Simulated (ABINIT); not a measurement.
# Quasiparticle gap of SrTiO3 (Tausonite) in ABINIT, part 3 of 3

How does a plane-wave GW calculation on SrTiO3 (Tausonite) run from the first input to the gap?

ABINIT 10.8.3; LDA and many-body steps on it, plane waves. Known limits of the many-body steps: not at the basis limit; no spin-orbit coupling; coarse k mesh.

So far. Step 4 (Empty states on the mesh, 4×4×4 mesh, 208 bands): On this mesh the gap is 1.808 eV. Step 5 (Screening, 4×4×4 mesh, 200 bands, screening to 179.6 eV): Local fields lower ε∞ by 5 %. On a Γ-centred mesh this coarse the value itself is usually too large, while a short band sum pulls it down.

## 6. Self-energy, 4×4×4 mesh, 200 bands, screening to 179.6 eV

The self-energy is evaluated for the states that the input lists, and the levels follow from it, in one-shot runs by the linearised quasiparticle equation.

This step: G0W0 on LDA, plane waves, norm-conserving pseudopotentials.

File run.abi:

```
acell 3*1.0 Angstrom
rprim 
  3.905280000000 0.000000000000 0.000000000000
  0.000000000000 3.905280000000 0.000000000000
  0.000000000000 0.000000000000 3.905280000000
ntypat 3
znucl 38 22 8
natom 5
typat 1 2 3 3 3
xred 
  0.500000000000 0.500000000000 0.500000000000
  0.000000000000 0.000000000000 0.000000000000
  0.500000000000 0.000000000000 0.000000000000
  0.000000000000 0.500000000000 0.000000000000
  0.000000000000 0.000000000000 0.500000000000
pp_dirpath "pseudos"
pseudos "Sr.upf, Ti.upf, O.upf"
ecut 38
ngkpt 4 4 4
nshiftk 1
shiftk 0 0 0
kptopt 1
chksymbreak 0
istwfk *1
occopt 1
irdwfk 1
optdriver 4
nband 200
gwcalctyp 0
ecutsigx 38
symsigma 1
nkptgw 4
kptgw 
  0.5000000000 0.5000000000 0.5000000000
  0.0000000000 0.0000000000 0.0000000000
  0.5000000000 0.0000000000 0.0000000000
  0.5000000000 0.5000000000 0.0000000000
bdgw 
  18 23
  18 23
  19 23
  18 22
ecuteps 6.6
irdscr 1
ppmodel 1
indata_prefix "in"
outdata_prefix "out"
tmpdata_prefix "tmp"
```

Started as:

```
> OMP_NUM_THREADS=1 mpirun -n 4 abinit run.abi > log
```

Numbers of over 12 decimals in the logs are rounded to 6 here.

The log of the run:

```text
.Version 10.8.3 of ABINIT. v10.8.2 released Aug 2026.

 Symmetries : space group Pm -3 m (#221); Bravais cP (primitive cubic)
[... echo of the input left out ...]
== DATASET  1 ==================================================================
-   mpi_nproc: 4, omp_nthreads: 1 (-1 if OMP is not activated)

--- !DatasetInfo
iteration_state: {dtset: 1, }
dimensions: {natom: 5, nkpt: 10, mband: 200, nsppol: 1, nspinor: 1, nspden: 1, mpw: 4632, }
cutoff_energies: {ecut:  38.0, pawecutdg:  -1.0, }
electrons: {nelect:   4.00000000E+01, charge:   0.00000000E+00, occopt:   1.00000000E+00, tsmear:   1.00000000E-02, }

 SIGMA: Calculation of the GW corrections

 Based on a program developped by R.W. Godby, V. Olevano, G. Onida, and L. Reining.
 Incorporated in ABINIT by V. Olevano, G.-M. Rignanese, and M. Torrent.
.Using double precision arithmetic ; gwpc =  8

[... cell and pseudopotentials left out ...]
--------------------------------------------------------------------------------

 ==== K-mesh for the wavefunctions ====
 Number of points in the irreducible wedge :    10
[... list of points left out ...]
 Together with 48 symmetry operations and time-reversal symmetry
 yields    64 points in the full Brillouin Zone.

 ==== Q-mesh for screening function ====
 Number of points in the irreducible wedge :    10
[... list of points left out ...]
 Together with 48 symmetry operations and time-reversal symmetry
 yields    64 points in the full Brillouin Zone.

 vcoul_init : cutoff-mode = AUXILIARY_FUNCTION
 q-points for optical limit:   1
     1)      0.000010    0.000020    0.000030
 setmesh: FFT mesh size selected  =    45x   45x   45
          total number of points  =        91125

 Number of electrons calculated from density =   40.0000; Expected =   40.0000
 average of density, n =  0.099519
 r_s =    1.3387
 omega_plasma =   30.4305 [eV]

 === KS Band Gaps ===
  >>>> For spin  1
   Minimum direct gap =   2.1661 [eV], located at k-point      :   0.0000  0.0000  0.0000
   Fundamental gap    =   1.8082 [eV], Top of valence bands at :   0.5000  0.5000  0.5000
                                       Bottom of conduction at :   0.0000  0.0000  0.0000
 SIGMA fundamental parameters:
 PLASMON POLE MODEL  1
 number of plane-waves for SigmaX                 4457
 number of plane-waves for SigmaC and W            341
 number of plane-waves for wavefunctions          4457
 number of bands                                   200
 number of independent spin polarizations            1
 number of spinorial components                      1
 number of k-points in IBZ                          10
 number of q-points in IBZ                          10
 number of symmetry operations                      48
 number of k-points in BZ                           64
 number of q-points in BZ                           64
 number of frequencies for dSigma/dE                 9
 frequency step for dSigma/dE [eV]                0.25
 number of omega for Sigma on real axis              0
 max omega for Sigma on real axis  [eV]           0.00
 zcut for avoiding poles [eV]                     0.10

 EPSILON^-1 parameters (SCR file):
 dimension of the eps^-1 matrix on file            341
 dimension of the eps^-1 matrix used               341
 number of plane-waves for wavefunctions          4457
 number of bands                                   200
 number of q-points in IBZ                          10
 number of frequencies                               2
 number of real frequencies                          1
 number of imag frequencies                          1

 matrix elements of self-energy operator (all in [eV])

 Perturbative Calculation

--- !SelfEnergy_ee
iteration_state: {dtset: 1, }
kpoint     : [   0.500,    0.500,    0.500, ]
spin       : 1
KS_gap     :    4.491
QP_gap     :    6.347
Delta_QP_KS:    1.857
data: !SigmaeeData |
     Band     E0 <VxcDFT>   SigX SigC(E0)      Z dSigC/dE  Sig(E)    E-E0       E
       18   6.556 -19.936 -25.068   4.702   0.766  -0.306 -20.266  -0.330   6.227
       19   6.556 -19.936 -25.068   4.702   0.766  -0.306 -20.266  -0.330   6.227
       20   6.556 -19.936 -25.068   4.702   0.766  -0.306 -20.266  -0.330   6.227
       21  11.047 -21.763 -12.923  -6.747   0.730  -0.371 -20.236   1.527  12.574
       22  11.047 -21.763 -12.923  -6.747   0.730  -0.371 -20.236   1.527  12.574
       23  11.047 -21.763 -12.923  -6.747   0.730  -0.371 -20.236   1.527  12.574

--- !SelfEnergy_ee
iteration_state: {dtset: 1, }
kpoint     : [   0.000,    0.000,    0.000, ]
spin       : 1
KS_gap     :    2.166
QP_gap     :    3.947
Delta_QP_KS:    1.781
data: !SigmaeeData |
     Band     E0 <VxcDFT>   SigX SigC(E0)      Z dSigC/dE  Sig(E)    E-E0       E
       18   6.198 -20.303 -25.287   4.533   0.771  -0.297 -20.650  -0.348   5.851
       19   6.198 -20.303 -25.287   4.533   0.771  -0.297 -20.650  -0.348   5.851
       20   6.198 -20.303 -25.287   4.533   0.771  -0.297 -20.650  -0.348   5.851
       21   8.364 -18.858 -11.412  -5.613   0.782  -0.279 -17.425   1.434   9.798
[...]
--- !SelfEnergy_ee
iteration_state: {dtset: 1, }
kpoint     : [   0.500,    0.000,    0.000, ]
spin       : 1
KS_gap     :    2.721
QP_gap     :    4.582
Delta_QP_KS:    1.861
data: !SigmaeeData |
     Band     E0 <VxcDFT>   SigX SigC(E0)      Z dSigC/dE  Sig(E)    E-E0       E
[...]
--- !SelfEnergy_ee
iteration_state: {dtset: 1, }
kpoint     : [   0.500,    0.500,    0.000, ]
spin       : 1
KS_gap     :    3.893
QP_gap     :    5.729
Delta_QP_KS:    1.837
data: !SigmaeeData |
     Band     E0 <VxcDFT>   SigX SigC(E0)      Z dSigC/dE  Sig(E)    E-E0       E
       18   4.983 -18.344 -23.760   4.748   0.766  -0.306 -18.856  -0.512   4.471
       19   4.983 -18.344 -23.760   4.748   0.766  -0.306 -18.856  -0.512   4.471
       20   6.468 -19.751 -24.870   4.681   0.767  -0.304 -20.087  -0.336   6.131
       21  10.360 -21.388 -13.344  -6.032   0.745  -0.342 -19.888   1.500  11.861
       22  10.360 -21.388 -13.344  -6.032   0.745  -0.342 -19.888   1.500  11.861

== END DATASET(S) ==============================================================
================================================================================

 -outvars: echo values of variables after computation  --------
           etotal      0.0000000000E+00
            nband         200
             nkpt          10
          spgroup         221
 [... the other variables as echoed above ...]

 Calculation completed.
```

Run time: 91 s. Hardware: 4 MPI ranks of Arm Neoverse V1, shared host; peak memory 1.7 GiB; 6 min of CPU time.

This step gave:

```
G0W0 gap on the mesh                         : 3.571 eV
starting gap on the mesh                     : 1.808 eV
k of the valence top                         : 0.5, 0.5, 0.5
k of the conduction bottom                   : 0, 0, 0
Z at the valence top                         : 0.766
Z at the conduction bottom                   : 0.782
least direct G0W0 gap on the computed points : 3.947 eV
```

The gap on the mesh goes from 1.81 eV to 3.57 eV, a correction of +1.76 eV.

Limits: finite bands, cutoff and mesh; no spin-orbit coupling; coarse k mesh. v1 is the top filled band, c1 the lowest empty one. Levels before and after the correction, in eV, zero at the valence-band top of each column:

```tsv
	conduction bottom	valence top
Kohn-Sham	1.81	0.00
G0W0	3.57	0.00
```

```tsv
	level	energy (eV)
Kohn-Sham	(0.5 0.5 0.5) v3-v1	0.000
Kohn-Sham	(0.5 0.5 0.5) c1-c3	4.491
Kohn-Sham	Γ v3-v1	-0.358
Kohn-Sham	Γ c1-c3	1.808
G0W0	(0.5 0.5 0.5) v3-v1	0.000
G0W0	(0.5 0.5 0.5) c1-c3	6.347
G0W0	Γ v3-v1	-0.376
G0W0	Γ c1-c3	3.571
```

## 7. Where the time went

Times are wall times on 4 MPI ranks of Arm Neoverse V1, shared host, good to a factor of about two.

```tsv
step	time	share	memory (GiB)
ground state	40 s	7 %	0.34
bands along the symmetry lines	43 s	7 %	0.37
empty states on the mesh	3.4 min	34 %	4.6
screening	3.7 min	37 %	1.7
self-energy	91 s	15 %	1.7
```

## 8. Results

| Property | Result |
| --- | --- |
| LDA gap | 1.81 eV, indirect |
| G0W0 gap on the mesh | 3.57 eV |
| GW settings | 4×4×4 mesh, 200 bands, screening to 179.6 eV, Godby-Needs plasmon pole |
| known limits | not at the basis limit; no spin-orbit coupling; coarse k mesh |

**Reading.** G0W0 moves the gap on the mesh from 1.81 eV to 3.57 eV (+1.76 eV), with Z of 0.77 and 0.78 at the edges. Local fields lower the RPA ε∞ on this mesh from 7.05 to 6.67; a Γ-centred mesh this coarse tends to raise both, most where the direct gap is narrow, while a short band sum lowers them. Against experiment, by G0W0@LDA: the direct gap of 3.95 eV lies +0.18 eV from the measured 3.77 eV (direct, 300 K, 2013). An exciton line or allowed optical edge lies below the quasiparticle gap by the binding energy; a forbidden edge can push the onset above it. The calculation has static nuclei and no excitons; a measured gap holds zero-point and thermal motion, which mostly lowers it. Bands and cutoff are finite, so the gap is not at the basis limit. The miss can reach some tenths of an eV and take either sign; the mesh is an error of its own. The 4×4×4 mesh is coarse for this cell, which bears on the long-range parts of exchange and screening. This is the ideal cubic cell; many perovskites, halides above all, are cubic only on average, and local tilts or off-centring can widen the gap. The many-body steps are scalar-relativistic: spin-orbit coupling is not in them.

[Paths, hosts, dates, memory and timing lines, banners, echoed tables and standing remarks are left out of the program output.]

[Logs are printed without paths, hosts, clocks, repeated set-up lines and the standing remarks that a program may print on its own settings, such as how far it seeks lower states.]

[Runs of the session that timed out or met a known fault of the program may be left out.]

[Hosts, paths, dates, database ids (printed as entryN), source tags and the programs' standing remarks are cut or masked in the printed files.]

[G0W0 gaps are taken among the corrected bands and points alone; a level outside them can change the order at an edge.]

[Where Ansatz stands beside ABINIT at settings called matched, ABINIT's density can come from a denser mesh and the files from another edition; pairs whose starting gaps differed by over 0.03 eV were left out, so agreement reads better than it is.]
